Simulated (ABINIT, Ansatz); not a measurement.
# How the form of the self-energy moves the gap of Cl (Cmce), part 2 of 2

Aim: compare treatments of exchange, screening and correlation for the gap of Cl (Cmce).

ABINIT 10.8.3; PBE and many-body steps on it, plane waves. Known limits of the many-body steps: not at the basis limit; coarse k mesh.

So far. Step 5 (G0W0, von der Linden-Horsch plasmon pole): Against G0W0 in ABINIT (4×4×2 mesh, 318 bands, screening to 176.9 eV, Godby-Needs plasmon pole), the gap moves by +0.363 eV. Step 6 (G0W0, Hybertsen-Louie plasmon pole): Against G0W0 in ABINIT (4×4×2 mesh, 318 bands, screening to 176.9 eV, Godby-Needs plasmon pole), the gap moves by +0.076 eV.

**7. One-shot Hartree-Fock**

This step: one-shot Hartree-Fock on PBE, plane waves, norm-conserving pseudopotentials.

File run.abi:

```
acell 3*1.0 Angstrom
rprim 
  3.145000000000 -2.250000000000 0.000000000000
  3.145000000000 2.250000000000 0.000000000000
  0.000000000000 0.000000000000 8.210000000000
ntypat 1
znucl 17
natom 4
typat 1 1 1 1
xred 
  0.870000000000 0.130000000000 0.100000000000
  0.630000000000 0.370000000000 0.600000000000
  0.130000000000 0.870000000000 0.900000000000
  0.370000000000 0.630000000000 0.400000000000
pp_dirpath "pseudos"
pseudos "Cl.upf"
ecut 25
ngkpt 4 4 2
nshiftk 1
shiftk 0 0 0
kptopt 1
chksymbreak 0
istwfk *1
occopt 1
irdwfk 1
optdriver 4
nband 18
gwcalctyp 5
ecutsigx 25
symsigma 1
nkptgw 2
kptgw 
  0.5000000000 0.5000000000 0.0000000000
  0.0000000000 0.0000000000 0.0000000000
bdgw 
  13 16
  13 16
ixc_sigma 40
fftgw 31
indata_prefix "in"
outdata_prefix "out"
tmpdata_prefix "tmp"
```

The run is started by

```console
$ OMP_NUM_THREADS=1 mpirun -n 4 abinit run.abi > log
```

Log:

```text
.Version 10.8.3 of ABINIT. v10.8.2 released Aug 2026.

 Symmetries : space group Cm c a (# 64); Bravais oC (1-face-center ortho.)
[... echo of the input left out ...]
== DATASET  1 ==================================================================
-   mpi_nproc: 4, omp_nthreads: 1 (-1 if OMP is not activated)

--- !DatasetInfo
iteration_state: {dtset: 1, }
dimensions: {natom: 4, nkpt: 14, mband: 18, nsppol: 1, nspinor: 1, nspden: 1, mpw: 4726, }
cutoff_energies: {ecut:  25.0, pawecutdg:  -1.0, }
[...]
Band     E0 <VxcDFT>   SigX SigC(E0)      Z dSigC/dE  Sig(E)    E-E0       E
[...]
15   1.645 -13.980  -8.981   0.000   1.000   0.000  -8.981   4.999   6.644
       16   2.208 -14.626  -9.222   0.000   1.000   0.000  -9.222   5.404   7.612

== END DATASET(S) ==============================================================
================================================================================

 -outvars: echo values of variables after computation  --------
           etotal      0.0000000000E+00
            nband          18
             nkpt          14
          spgroup          64
 [... the other variables as echoed above ...]

 Calculation completed.
```

Wall time 2.5 s (4 MPI ranks of Arm Neoverse V1, shared host); peak memory 0.19 GiB.

This step gave:

| Quantity | Value |
| --- | --- |
| quasiparticle gap on the points computed | 11.92 eV |
| starting gap on the mesh | 2.469 eV |
| k of the valence top | 0.5, 0.5, 0 |
| k of the conduction bottom | 0, 0, 0 |
| least direct quasiparticle gap on the computed points | 12 eV |

Against G0W0 in ABINIT (4×4×2 mesh, 318 bands, screening to 176.9 eV, Godby-Needs plasmon pole), the gap moves by +6.295 eV.

**8. Screening, 4×4×2 mesh, 318 bands, screening to 176.9 eV**

This step: RPA screening on PBE, plane waves, norm-conserving pseudopotentials.

Changes to run.abi since step 7:

```diff
@@ -25,16 +25,14 @@
 irdwfk 1
-optdriver 4
-nband 18
-gwcalctyp 5
-ecutsigx 25
-symsigma 1
-nkptgw 2
-kptgw 
-  0.5000000000 0.5000000000 0.0000000000
-  0.0000000000 0.0000000000 0.0000000000
-bdgw 
-  13 16
-  13 16
-ixc_sigma 40
-fftgw 31
+optdriver 3
+nband 318
+ecuteps 6.5
+inclvkb 2
+awtr 1
+symchi 1
+gwcalctyp 2
+nfreqre 16
+freqremax 40 eV
+nfreqim 8
+spmeth 1
+nomegasf 120
 indata_prefix "in"
```

Log:

```text
.Version 10.8.3 of ABINIT. v10.8.2 released Aug 2026.

 Symmetries : space group Cm c a (# 64); Bravais oC (1-face-center ortho.)
[... echo of the input left out ...]
== DATASET  1 ==================================================================
-   mpi_nproc: 4, omp_nthreads: 1 (-1 if OMP is not activated)

--- !DatasetInfo
iteration_state: {dtset: 1, }
dimensions: {natom: 4, nkpt: 14, mband: 318, nsppol: 1, nspinor: 1, nspden: 1, mpw: 4726, }
cutoff_energies: {ecut:  25.0, pawecutdg:  -1.0, }
electrons: {nelect:   2.80000000E+01, charge:   0.00000000E+00, occopt:   1.00000000E+00, tsmear:   1.00000000E-02, }

 SCREENING: Calculation of the susceptibility and dielectric matrices

 Based on a program developped by R.W. Godby, V. Olevano, G. Onida, and L. Reining.
 Incorporated in ABINIT by V. Olevano, G.-M. Rignanese, and M. Torrent.
.Using double precision arithmetic ; gwpc =  8

[... cell and pseudopotentials left out ...]
--------------------------------------------------------------------------------

 ==== K-mesh for the wavefunctions ====
 Number of points in the irreducible wedge :    14
[... list of points left out ...]
 Together with  8 symmetry operations and time-reversal symmetry
 yields    32 points in the full Brillouin Zone.

 ==== Q-mesh for the screening function ====
 Number of points in the irreducible wedge :    14
[... list of points left out ...]
 Together with  8 symmetry operations and time-reversal symmetry
 yields    32 points in the full Brillouin Zone.

 setmesh: FFT mesh size selected  =    30x   30x   60
          total number of points  =        54000

 vcoul_init : cutoff-mode = AUXILIARY_FUNCTION
 q-points for optical limit:   1
     1)      0.000010    0.000020    0.000030

- screening: taking advantage of time-reversal symmetry
- Maximum band index for partially occupied states nbvw = 14
- Remaining bands to be divided among processors   nbcw = 304
- Number of bands treated by each node ~76

 Number of electrons calculated from density =   28.0000; Expected =   28.0000
 average of density, n =  0.035710
 r_s =    1.8838
 omega_plasma =   18.2284 [eV]

 calculating chi0 at frequencies [eV] :
  1    0.000000E+00    0.000000E+00
  2    2.666667E+00    0.000000E+00
  3    5.333333E+00    0.000000E+00
[...]
23    0.000000E+00    4.642452E+01
 24    0.000000E+00    6.536623E+01

--------------------------------------------------------------------------------
  q-point number  1        q = ( 0.000000, 0.000000, 0.000000) [r.l.u.]
--------------------------------------------------------------------------------
[... chi0 elements left out ...]
  [... further frequencies ...]

 No. of calculated frequencies >  15, stop printing
 For q-point:  0.000010 0.000020 0.000030
  dielectric constant =   2.8430
  dielectric constant without local fields =   3.4999

  Average fulfillment of the sum rule on Im[epsilon] for q-point    1 :     83.10  [%]
[... wings left out ...]
  q-point number  2        q = ( 0.250000, 0.000000, 0.000000) [r.l.u.]
--------------------------------------------------------------------------------
[... chi0 elements left out ...]
  [... further frequencies ...]

 No. of calculated frequencies >  15, stop printing
  Average fulfillment of the sum rule on Im[epsilon] for q-point    2 :     84.56  [%]

 [... 12 further q-points ...]
```

Elapsed: 18 min, on 4 MPI ranks; peak memory 6.4 GiB; 72 min of CPU time.

Numbers from this step:

```
ε∞ with local fields, on this mesh, along the program's q direction : 2.843
the same without local fields                                       : 3.500
plasma frequency                                                    : 18.23 eV
plane waves in the screening matrix                                 : 611
```

**9. G0W0, contour deformation**

This step: G0W0 on PBE, plane waves, norm-conserving pseudopotentials.

Changes to run.abi since step 8:

```diff
@@ -25,14 +25,17 @@
 irdwfk 1
-optdriver 3
+optdriver 4
 nband 318
+gwcalctyp 2
+ecutsigx 25
+symsigma 1
+nkptgw 2
+kptgw 
+  0.5000000000 0.5000000000 0.0000000000
+  0.0000000000 0.0000000000 0.0000000000
+bdgw 
+  13 16
+  13 16
 ecuteps 6.5
-inclvkb 2
-awtr 1
-symchi 1
-gwcalctyp 2
-nfreqre 16
-freqremax 40 eV
-nfreqim 8
-spmeth 1
-nomegasf 120
+irdscr 1
+gwmem 01
 indata_prefix "in"
```

Log:

```text
.Version 10.8.3 of ABINIT. v10.8.2 released Aug 2026.

 Symmetries : space group Cm c a (# 64); Bravais oC (1-face-center ortho.)
[... echo of the input left out ...]
== DATASET  1 ==================================================================
-   mpi_nproc: 4, omp_nthreads: 1 (-1 if OMP is not activated)

--- !DatasetInfo
iteration_state: {dtset: 1, }
dimensions: {natom: 4, nkpt: 14, mband: 318, nsppol: 1, nspinor: 1, nspden: 1, mpw: 4726, }
cutoff_energies: {ecut:  25.0, pawecutdg:  -1.0, }
[...]
Band     E0 <VxcDFT>   SigX SigC(E0)      Z dSigC/dE  Sig(E)    E-E0       E
[...]
16   2.208 -14.626  -9.222  -3.557   0.667  -0.499 -13.394   1.232   3.440
       16   0.000   0.000   0.000  -0.026   0.000   0.000  -0.017  -0.017  -0.017

== END DATASET(S) ==============================================================
================================================================================

 -outvars: echo values of variables after computation  --------
           etotal      0.0000000000E+00
            nband         318
             nkpt          14
          spgroup          64
 [... the other variables as echoed above ...]

 Calculation completed.
```

The job ended after 95 s (4 MPI ranks; peak memory 4.8 GiB; 6.4 min of CPU time).

Numbers from this step:

```
G0W0 gap on the points computed              : 5.301 eV
starting gap on the mesh                     : 2.469 eV
k of the valence top                         : 0.5, 0.5, 0
k of the conduction bottom                   : 0, 0, 0
least direct G0W0 gap on the computed points : 5.331 eV
```

Against G0W0 in ABINIT (4×4×2 mesh, 318 bands, screening to 176.9 eV, Godby-Needs plasmon pole), the gap moves by −0.320 eV.

**10. Side by side**

Times are wall times on 4 MPI ranks of Arm Neoverse V1, shared host, good to a factor of about two. A run's time includes the screening step that it read.

```csv
run,mesh,bands,screening cutoff (eV),DFT gap (eV),gap on the mesh (eV),direct (eV),ε∞ used,time
"G0W0, Godby-Needs plasmon pole",4×4×2,318,176.9,2.469,5.621,5.672,2.81,13 min
"G0W0, von der Linden-Horsch plasmon pole",4×4×2,318,176.9,2.469,5.984,6.039,2.81,12 min
"G0W0, Hybertsen-Louie plasmon pole",4×4×2,318,176.9,2.469,5.697,5.752,2.81,13 min
one-shot Hartree-Fock,4×4×2,-,-,2.469,11.916,12.000,-,2.5 s
"G0W0, contour deformation",4×4×2,318,176.9,2.469,5.301,5.331,2.84,19 min
```

**11. Outcome**

```yaml
g0w0_godby_needs_plasmon_pole: 5.621 eV
g0w0_von_der_linden_horsch_plasmon_pole: 5.984 eV
g0w0_hybertsen_louie_plasmon_pole: 5.697 eV
one_shot_hartree_fock: 11.916 eV
g0w0_contour_deformation: 5.301 eV
known_limits: not at the basis limit; coarse k mesh
```

**Reading.** G0W0, von der Linden-Horsch plasmon pole: +0.363 eV against G0W0, Godby-Needs plasmon pole. G0W0, Hybertsen-Louie plasmon pole: +0.076 eV against G0W0, Godby-Needs plasmon pole. One-shot Hartree-Fock: +6.295 eV against G0W0, Godby-Needs plasmon pole. G0W0, contour deformation: −0.320 eV against G0W0, Godby-Needs plasmon pole. Bare exchange alone opens the gap to 11.92 eV; against G0W0, correlation takes back 6.29 eV. Bands and cutoff are finite, so the gap is not at the basis limit. The miss can reach some tenths of an eV and take either sign; the mesh is an error of its own. In the G0W0 runs levels were corrected at 2 k points alone, so a gap called «on the mesh» is the least over those, and an edge elsewhere would be missed. The 4×4×2 mesh is coarse for this cell, which bears on the long-range parts of exchange and screening.

[Paths, hosts, dates, memory and timing lines, banners, echoed tables and standing remarks are left out of the program output.]

[Logs are printed without paths, hosts, clocks, repeated set-up lines and the standing remarks that a program may print on its own settings, such as how far it seeks lower states.]

[Runs of the session that timed out or met a known fault of the program may be left out.]

[Hosts, paths, dates, database ids (printed as entryN), source tags and the programs' standing remarks are cut or masked in the printed files.]

[G0W0 gaps are taken among the corrected bands and points alone; a level outside them can change the order at an edge.]

[Where Ansatz stands beside ABINIT at settings called matched, ABINIT's density can come from a denser mesh and the files from another edition; pairs whose starting gaps differed by over 0.03 eV were left out, so agreement reads better than it is.]
